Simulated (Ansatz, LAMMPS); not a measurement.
# A frame of liquid (Cs,Li,Na)Cl from 1300 K (98 atoms): geometry optimisation, part 3 of 3

How does a frame of liquid (Cs,Li,Na)Cl from 1300 K (98 atoms) relax, and what do bonds, charges and levels look like afterwards?

Ansatz 0.2.0; Kohn-Sham DFT, PBE, PAW (set soft_2), plane waves.

The cell: 15 Cs, 21 Li, 13 Na and 49 Cl. The network of bonds at the start is that of the classical potential that made the cell. The ion parameters were fitted for water, not for melts. Only the Γ point is sampled, in a cell whose shortest periodic width is 15 Å. No spin–orbit coupling is included.

So far, density (g/cm³): step 5 (local order after relaxation) 1.95.

### Step 6. Single point at the relaxed geometry

One more single point at the end of the walk gives the fuller output and checks the residual forces.

The input, input.yaml:

```yaml
crystal:
  lattice:
    - [15.2653, 0.0, 0.0]
    - [0.0, 15.2653, 0.0]
    - [0.0, 0.0, 15.2653]
  atoms:
    - { symbol: Cs, position: [0.69149, 0.39756, 0.90857] }
    - { symbol: Cs, position: [0.40771, 0.52113, 0.4062] }
    - { symbol: Cs, position: [0.66511, 0.65468, 0.52195] }
    - { symbol: Cs, position: [0.37875, 0.20086, 0.08086] }
    - { symbol: Cs, position: [0.17387, 0.00967, 0.43689] }
    - { symbol: Cs, position: [0.48083, 0.66454, 0.83057] }
    - { symbol: Cs, position: [0.22797, 0.281, 0.35957] }
    - { symbol: Cs, position: [0.02849, 0.52899, 0.94716] }
    - { symbol: Cs, position: [0.65324, 0.89975, 0.28577] }
    - { symbol: Cs, position: [0.60903, 0.28837, 0.28565] }
    - { symbol: Cs, position: [0.48068, 0.92442, 0.02455] }
    - { symbol: Cs, position: [0.11751, 0.78006, 0.70485] }
    - { symbol: Cs, position: [0.76276, 0.12449, 0.01796] }
    - { symbol: Cs, position: [0.98052, 0.16836, 0.70508] }
    - { symbol: Cs, position: [0.36533, 0.51305, 0.06561] }
    - { symbol: Li, position: [0.9321, 0.94586, 0.90144] }
    - { symbol: Li, position: [0.02726, 0.01613, 0.1924] }
    - { symbol: Li, position: [0.35239, 0.24186, 0.58369] }
    - { symbol: Li, position: [0.79492, 0.6387, 0.79178] }
    - { symbol: Li, position: [0.24485, 0.18055, 0.74446] }
    - { symbol: Li, position: [0.175, 0.72926, 0.44931] }
    - { symbol: Li, position: [0.78193, 0.56798, 0.09722] }
    - { symbol: Li, position: [0.13792, 0.06323, 0.93255] }
    - { symbol: Li, position: [0.53767, 0.08844, 0.45676] }
    - { symbol: Li, position: [0.42265, 0.01706, 0.28107] }
    - { symbol: Li, position: [0.84067, 0.85585, 0.13175] }
    - { symbol: Li, position: [0.30002, 0.67177, 0.60867] }
    - { symbol: Li, position: [0.69948, 0.90327, 0.77744] }
    - { symbol: Li, position: [0.78345, 0.9986, 0.49985] }
    - { symbol: Li, position: [0.25552, 0.97733, 0.16879] }
    - { symbol: Li, position: [0.83447, 0.51289, 0.33992] }
    - { symbol: Li, position: [0.92697, 0.90942, 0.40422] }
    - { symbol: Li, position: [0.49782, 0.29344, 0.81227] }
    - { symbol: Li, position: [0.94353, 0.35081, 0.21349] }
    - { symbol: Li, position: [0.87747, 0.53286, 0.63159] }
    - { symbol: Li, position: [0.06067, 0.49428, 0.19685] }
    - { symbol: Na, position: [0.55647, 0.1186, 0.75727] }
    - { symbol: Na, position: [0.2519, 0.74274, 0.16594] }
    - { symbol: Na, position: [0.33598, 0.4625, 0.71913] }
    - { symbol: Na, position: [0.45284, 0.86418, 0.59179] }
    - { symbol: Na, position: [0.09708, 0.89561, 0.01959] }
    - { symbol: Na, position: [0.04237, 0.48394, 0.4953] }
    - { symbol: Na, position: [0.76086, 0.3584, 0.648] }
    - { symbol: Na, position: [0.91944, 0.73444, 0.53598] }
    - { symbol: Na, position: [0.88589, 0.12589, 0.32913] }
    - { symbol: Na, position: [0.39302, 0.79852, 0.37055] }
    - { symbol: Na, position: [0.63868, 0.60685, 0.23857] }
    - { symbol: Na, position: [0.01659, 0.2368, 0.98969] }
    - { symbol: Na, position: [0.76428, 0.75908, 0.98134] }
    - { symbol: Cl, position: [0.04545, 0.41436, 0.33251] }
    - { symbol: Cl, position: [0.64057, 0.50262, 0.09938] }
    - { symbol: Cl, position: [0.37447, 0.8832, 0.21455] }
    - { symbol: Cl, position: [0.88503, 0.57517, 0.4754] }
    - { symbol: Cl, position: [0.88954, 0.5051, 0.1957] }
    - { symbol: Cl, position: [0.8166, 0.58911, 0.94105] }
    - { symbol: Cl, position: [0.45699, 0.67972, 0.6002] }
    - { symbol: Cl, position: [0.44539, 0.20271, 0.46721] }
    - { symbol: Cl, position: [0.8886, 0.94808, 0.25324] }
    - { symbol: Cl, position: [0.68661, 0.49044, 0.36626] }
    - { symbol: Cl, position: [0.62598, 0.27781, 0.71698] }
    - { symbol: Cl, position: [0.26592, 0.68525, 0.33557] }
    - { symbol: Cl, position: [0.46984, 0.95342, 0.43096] }
    - { symbol: Cl, position: [0.00932, 0.06199, 0.03477] }
    - { symbol: Cl, position: [0.27974, 0.82132, 0.54734] }
    - { symbol: Cl, position: [0.81383, 0.99377, 0.81762] }
    - { symbol: Cl, position: [0.12989, 0.89327, 0.19077] }
    - { symbol: Cl, position: [0.56548, 0.94728, 0.7131] }
    - { symbol: Cl, position: [0.27422, 0.6242, 0.75505] }
    - { symbol: Cl, position: [0.15226, 0.19899, 0.86411] }
    - { symbol: Cl, position: [0.53975, 0.70443, 0.34279] }
    - { symbol: Cl, position: [0.20324, 0.16704, 0.60169] }
    - { symbol: Cl, position: [0.44872, 0.43337, 0.85391] }
    - { symbol: Cl, position: [0.3934, 0.20597, 0.73515] }
    - { symbol: Cl, position: [0.39725, 0.37277, 0.23234] }
    - { symbol: Cl, position: [0.53491, 0.07845, 0.19765] }
    - { symbol: Cl, position: [0.15227, 0.59184, 0.11956] }
    - { symbol: Cl, position: [0.76612, 0.7119, 0.16173] }
    - { symbol: Cl, position: [0.04643, 0.82334, 0.46007] }
    [... 14 atom lines left out ...]
    - { symbol: Cl, position: [0.93079, 0.82932, 0.00343] }
    - { symbol: Cl, position: [0.31512, 0.39048, 0.56483] }
    - { symbol: Cl, position: [0.69448, 0.75649, 0.8149] }
    - { symbol: Cl, position: [0.05557, 0.12956, 0.28717] }
    - { symbol: Cl, position: [0.79344, 0.84786, 0.47618] }
    - { symbol: Cl, position: [0.92506, 0.04443, 0.48989] }
kpoints:
  mp_grid: { grid: [1, 1, 1] }
hamiltonian:
  xc: pbe
scf:
  occupations: { method: gaussian, width: 0.05 }
output:
  forces: true
  stress: true
  populations: true
  dos:
    method: { smearing: { sigma: 0.08 } }
    de: 0.1
    projected: { site_lists: { Cl: [Cl], Cs: [Cs], Li: [Li], Na: [Na] } }
  eigenvalues: true
  write_density: true
  write_potential: true
  volumetric_format: npy
```

Started as:

```sh
$ ansatz run input.yaml --threads 4 --pin off --max-ram 8192MiB --backend cpu --events-out ev --progress --plain --runs-dir out
```

Numbers of over 12 decimals in the logs are rounded to 6 here.

Output:

```text
[...]
Crystal: 98 atoms, lattice volume = 3557.263 Å³
Basis set: ecut = 420 eV, 69599 PW (Γ), exchange–correlation on 216×216×216 points (8 copies of the dense FFT grid, shifted against one another)
Bands: 427, of which v1, the nominal top of the filled ones, is band 329 counted from 1 (328 counted from 0)
Symmetry: 1 space group operations
[...]
k-points: 1
[...]
SCF iter   1: F=—  HF=-161755.379542 eV  |F-HF|=—  |Δ(HF+E_count)|=         —  Δρ=6.52e-4  dr2=5.34e-2  ethr=1.77e-3  ⟨swp⟩=7.0  Hψ=1867  notcnv=0  defer=70
[...]
SCF iter   7: F=-161755.326175 eV  HF=-161755.326175 eV  |F-HF|=1.11e-8  |Δ(HF+E_count)|=   2.75e-7  Δρ=1.04e-6  dr2=6.67e-8  ethr=1.52e-11  ⟨swp⟩=21.0  Hψ=4023  notcnv=0
SCF 1 converged in 7 iterations: F = -161755.326175 eV  dr2 = 6.67e-8
[...]
WARN: The input density's exchange-correlation potential varies sharply where the density is thin. Do not read a vacuum level from v_tot or v_xc, or from such a field of the output density. On a cell that repeats whose density bears no net charge and no dipole along the vacuum's axis use v_es (v_loc + v_h of the components); [...]
SCF converged after 7 iterations
Free energy (F): -161755.326175 eV
[...]
Internal energy: -161755.326175 eV  (E = F + TS)
E sigma→0 (E₀):  -161755.326175 eV
Fermi energy:    1.648193 eV
[...]
--- Forces (eV/Å), atoms counted from 1 ---
  atom   1  Cs    -0.00214159    -0.00046996    -0.01854306
  atom   2  Cs    -0.00407326     0.00080912     0.00175627
  atom   3  Cs     0.00283788    -0.00298858     0.00196006
  atom   4  Cs     0.00526211     0.00438036     0.00537670
  atom   5  Cs     0.00409660    -0.00716148     0.00987674
  atom   6  Cs     0.00978804    -0.00056463     0.00503745
  atom   7  Cs     0.00133632     0.00535749     0.00248042
  atom   8  Cs    -0.00591604    -0.00447671    -0.00081159
  atom   9  Cs     0.00591727     0.00027466    -0.00494717
  atom  10  Cs    -0.01544955    -0.01837480     0.01838432
  atom  11  Cs    -0.00031309    -0.00450847    -0.00176695
  atom  12  Cs    -0.00161823    -0.00275384    -0.00172741
  atom  13  Cs    -0.00586568     0.00699235     0.00824434
  atom  14  Cs    -0.00289005    -0.00703923    -0.00011164
[...]
atom  97  Cl     0.00331950     0.00851091    -0.00278202
  atom  98  Cl     0.00004933     0.00681662    -0.00359635
  max |Σ_I F_I| component: 8.33e-5 eV/Å
--- Stress (GPa, compression-positive) ---
       -0.474167      -0.122419       0.033235
       -0.122419      -0.236887       0.028016
        0.033236       0.028016      -0.517010
  P = ⅓ Tr σ = -0.4094 GPa (-4.094 kbar)
--- Band table (eV) ---
[...]
--- Löwdin populations: 98 sites ---
  site symbol       q [e]
     0     Cs      8.1598
     1     Cs      8.1617
     2     Cs      8.1643
[...]
97     Cl      7.6904
  spilling = 0.004244 (of n_electrons = 658.000000)
```

Elapsed: 67 s, on 4 threads of Arm Neoverse V2, shared host; peak memory 4.3 GiB.

The program notes that the exchange-correlation potential is rough where the density is thin.

Read from the output:

| Item | Value |
| --- | --- |
| free energy | -161755.3262 eV |
| free energy per atom | -1650.5646 eV/atom |
| SCF cycles | 7 |
| pressure | -0.4094 GPa |
| r.m.s. force component | 0.00717 eV/Å |
| longest force | 0.03577 eV/Å |
| Fermi energy | 1.648 eV |
| gap (highest filled to lowest empty level) | 4.189 eV |
| spilling of the projection | 0.004244 |

Löwdin charges by element and coordination (they lack the spilled electrons, 0.028 e an atom on average):

| element | coordination | atoms | mean charge (e) | spread | least | most |
| --- | --- | --- | --- | --- | --- | --- |
| Cl | all | 49 | -0.698 | 0.0206 | -0.755 | -0.660 |
| Cl | 3 | 2 | -0.709 | 0.0069 | -0.716 | -0.703 |
| Cl | 4 | 26 | -0.700 | 0.0204 | -0.755 | -0.660 |
| Cl | 5 | 21 | -0.694 | 0.0208 | -0.755 | -0.661 |
| Cs | all | 15 | 0.84 | 0.0113 | 0.825 | 0.866 |
| Cs | 3 | 1 | 0.866 | 0 | 0.866 | 0.866 |
| Cs | 4 | 1 | 0.845 | 0 | 0.845 | 0.845 |
| Cs | 5 | 4 | 0.840 | 0.0013 | 0.838 | 0.842 |
| Cs | 6 | 7 | 0.838 | 0.0116 | 0.825 | 0.863 |
| Cs | 7 | 1 | 0.840 | 0 | 0.840 | 0.840 |
| Cs | 8 | 1 | 0.825 | 0 | 0.825 | 0.825 |
| Li | all | 21 | 0.705 | 0.0156 | 0.683 | 0.736 |
| Li | 3 | 6 | 0.726 | 0.0102 | 0.705 | 0.736 |
| Li | 4 | 15 | 0.697 | 0.0079 | 0.683 | 0.713 |
| Na | all | 13 | 0.737 | 0.0163 | 0.710 | 0.772 |
| Na | 3 | 2 | 0.762 | 0.0095 | 0.753 | 0.772 |
| Na | 4 | 8 | 0.734 | 0.014 | 0.710 | 0.751 |
| Na | 5 | 3 | 0.730 | 0.007 | 0.721 | 0.739 |

States in the cell by windows of 1 eV, zero at the Fermi level; the larger projections on atomic orbitals stand beside the total:

| from (eV) | to (eV) | total | Cl p | Cs p |
| --- | --- | --- | --- | --- |
| -10 | -9 | 0.0 | 0.0 | 0.0 |
| -9 | -8 | 90.0 | 1.3 | 88.1 |
| -8 | -5 | 0.0 | 0.0 | 0.0 |
| -5 | -4 | 21.6 | 19.5 | 0.1 |
| -4 | -3 | 131.6 | 125.2 | 0.5 |
| -3 | -2 | 140.4 | 136.9 | 0.8 |
| -2 | -1 | 0.5 | 0.5 | 0.0 |
| -1 | 2 | 0.0 | 0.0 | 0.0 |
| 2 | 3 | 6.0 | 0.2 | 0.0 |
| 3 | 4 | 33.2 | 1.6 | 0.1 |
| 4 | 5 | 78.7 | 1.8 | 0.1 |

The curve was stored every 0.100 eV, coarse against its broadening of 0.08 eV, so these counts are rough.

Between -26 and -10 eV lie 206 more states.

The stored curve holds about 590 of the 658 electrons; the rest, give or take the few that broadening carries across the Fermi level, lie in deeper levels below its range.

The levels nearest the highest filled one (over half full), pooled over k-points and spins:

| level less the highest filled one (eV) | occupation |
| --- | --- |
| -0.194 | 2 |
| -0.171 | 2 |
| -0.106 | 2 |
| -0.091 | 2 |
| -0.07 | 2 |
| 0 | 2 |
| 4.19 | 0 |
| 4.91 | 0 |
| 4.96 | 0 |
| 5.13 | 0 |
| 5.22 | 0 |
| 5.26 | 0 |

Electrostatic potential energy in the bc plane at fractional x = 0.017, with atoms of Cs and Li and Na and Cl within 0.2 Å of it. With pseudopotentials it is smooth inside the atoms' cores, unlike the true potential.

Values in eV, 13 rows by 16 columns, each cell a mean:
```
  2   1   3 -11  -8   4   4 -12 -22 -15   3   5   6   5   4   4
  5   5   5   4   5   5   4  -2 -12  -4   4   5   5   6   3   0
  5   4   0   2   5   6   5   5   4   5   5   5   4   5   4   2
  5  -2 -21 -15   3   6   6   6   6   6   5   4   2   3   5   6
  5   1 -11  -6   4   6   5   6   5   6   5   4   3   3   5   5
  6   5   4   5   6   6   4   1   2   5   5   4   4   5   6   6
  5   6   6   6   6   6   3 -16  -9   4   5   5  -4 -13   4   6
  6   6   6   6   6   6   3   1   3   5   6   6  -1 -10   3   5
  6   2  -2   6   6   4 -21  -7   6   6   6   6   6   6   5   5
  1  -5 -11   6   6   4  -1   1   4   5   6   6   7   7   6   4
-18   2   6   6   6   3   3  -1  -1   5   6   7   7   6   6  -3
 -1  -1   6   5   5 -12 -10   4   4   5   6   6   6   6   5   4
-17 -21   2  -9  -6   1   3   1  -6   0   5   6   6   4   3   4
```
Columns run along b (15.3 Å; values clipped at the 3rd and 97th percentile), rows up along c (15.3 Å). Atoms in or near the plane, at fractional coordinates: Cs at (0.53, 0.95), Li at (0.02, 0.19), Na at (0.24, 0.99), Cl at (0.06, 0.03).

Valence density in the bc plane at fractional x = 0.017, with atoms of Cs and Li and Na and Cl within 0.2 Å of it. It is the smooth field of the valence electrons, not physical close to the nuclei.

Ten steps, logarithmic in the rise over the least value, from '0' (0 e/Å³) to '9' (12 e/Å³), each cell a mean:
```
2343321148984000000244444420000000111100001
0111000002320000000244334421000000000000111
1000000000000000000123443210000000000012232
2100000000000000000001111000000000000013443
1000000100000000000000000000000000000012332
0000123332100000000000000000000000000000110
0001244444210000000000000000111111100000000
0001244444210000000000000000111011100000000
0000123332100001111000000000000000000000000
0000000000000001111000000000000000000000000
0000000000000000000111000000000000111000000
0110000000000000001477510000000012343210000
1111000000000000001477410000000124555421000
0000000000000000011111000000000013555421000
0000000000000001334321000000000001222210000
0001233210000013555531000000000000000000000
0013455421000013455431000000000000000000000
0113455421000001233211000000000000000000000
5521232210000000011011000000000000000000002
7730000000000012211011100000000000000000003
1111000000001234432100000000000000000000000
2344310000001345543100000000000000000000001
4555532001111234432100000000000000011000002
4555532138973111111123333210000000111110002
```
Columns run along b (15.3 Å), rows up along c (15.3 Å). Atoms in or near the plane, at fractional coordinates: Cs at (0.53, 0.95), Li at (0.02, 0.19), Na at (0.24, 0.99), Cl at (0.06, 0.03).

Mean Löwdin charges: Cl -0.70, Cs +0.84, Li +0.71, Na +0.74 e (they miss 0.42 % of the electrons, so they add up to more than the cell's charge).

The surroundings of Na40, one of the 13 Na atoms, nearest first, numbered as they follow in the input and with coordinates relative to it.

| atom | x | y | z | distance (Å) | bonds | Löwdin charge (e) |
| --- | --- | --- | --- | --- | --- | --- |
| Na40 | 0.00 | 0.00 | 0.00 | 0.00 | 4 | 0.75 |
| Cl64 | -2.64 | -0.65 | -0.68 | 2.81 | 5 | -0.69 |
| Cl56 | 0.06 | -2.82 | 0.13 | 2.82 | 5 | -0.71 |
| Cl62 | 0.26 | 1.36 | -2.46 | 2.82 | 5 | -0.68 |
| Cl67 | 1.72 | 1.27 | 1.85 | 2.83 | 3 | -0.70 |
| Na46 | -0.91 | -1.00 | -3.38 | 3.64 | 4 | 0.71 |
| Li27 | -2.33 | -2.94 | 0.26 | 3.76 | 4 | 0.69 |
| Li24 | 1.29 | 3.42 | -2.06 | 4.20 | 3 | 0.72 |
| Cs3 | 3.24 | -3.20 | -1.07 | 4.68 | 6 | 0.84 |
| Cl70 | 1.33 | -2.44 | -3.80 | 4.71 | 5 | -0.72 |
| Li28 | 3.77 | 0.60 | 2.83 | 4.75 | 3 | 0.73 |
| Cs6 | 0.43 | -3.05 | 3.65 | 4.77 | 5 | 0.84 |

The column of bonds counts only the pairs Cl-Li within 2.83 Å, Cl-Cs within 4.08 Å, Cl-Na within 3.18 Å; other neighbours, such as metal atoms beside each other in a compound, aren't counted, and periodic images can show an atom twice.

### Step 7. Results

* energy change in the relaxation: -143.6 meV/atom
* r.m.s. displacement: 1.332 Å
* largest displacement: 2.954 Å
* free energy per atom: -1650.5646 eV/atom
* pressure: -0.4094 GPa
* r.m.s. force component: 0.00717 eV/Å
* gap (highest filled to lowest empty level): 4.189 eV
* wall time of the 3 DFT runs: 25 min

**Reading.** Relaxation lowers the energy by 144 meV/atom and moves atoms by 1.3 Å r.m.s.; the r.m.s. force component goes from 0.38 to 0.0072 eV/Å, the pressure goes from -0.26 to -0.41 GPa, and the gap from 2.78 to 4.19 eV. By the final cutoffs 19 of 173 bonded pairs parted and 61 joined. From the first step to the last the energy fell by 14.071 eV, and the largest move was 2.95 Å (Li27). The Cl-Cs bonds change most in mean length: from 3.383 Å (spread 0.328) to 3.596 Å (spread 0.166), and their number from 64 to 84. With the cutoffs above, 53 % of Cl atoms have 4, 47 % of Cs atoms have 6, 71 % of Li atoms have 4 and 62 % of Na atoms have 4 bonded neighbours. Between filled and empty levels lie 4.19 eV (at Γ alone); a semilocal functional tends to put such gaps too low. In a disordered cell it changes from sample to sample and from frame to frame.

**Limits.** The network of bonds at the start is that of the classical potential that made the cell; in DFT 19 of its 173 bonded pairs passed out of the cutoffs and 61 came within them.

[Logs are printed without paths, hosts, clocks, repeated set-up lines and the standing remarks that a program may print on its own settings, such as how far it seeks lower states.]

[Hosts, paths, dates, database ids (printed as entryN), source tags and the programs' standing remarks are cut or masked in the printed files.]
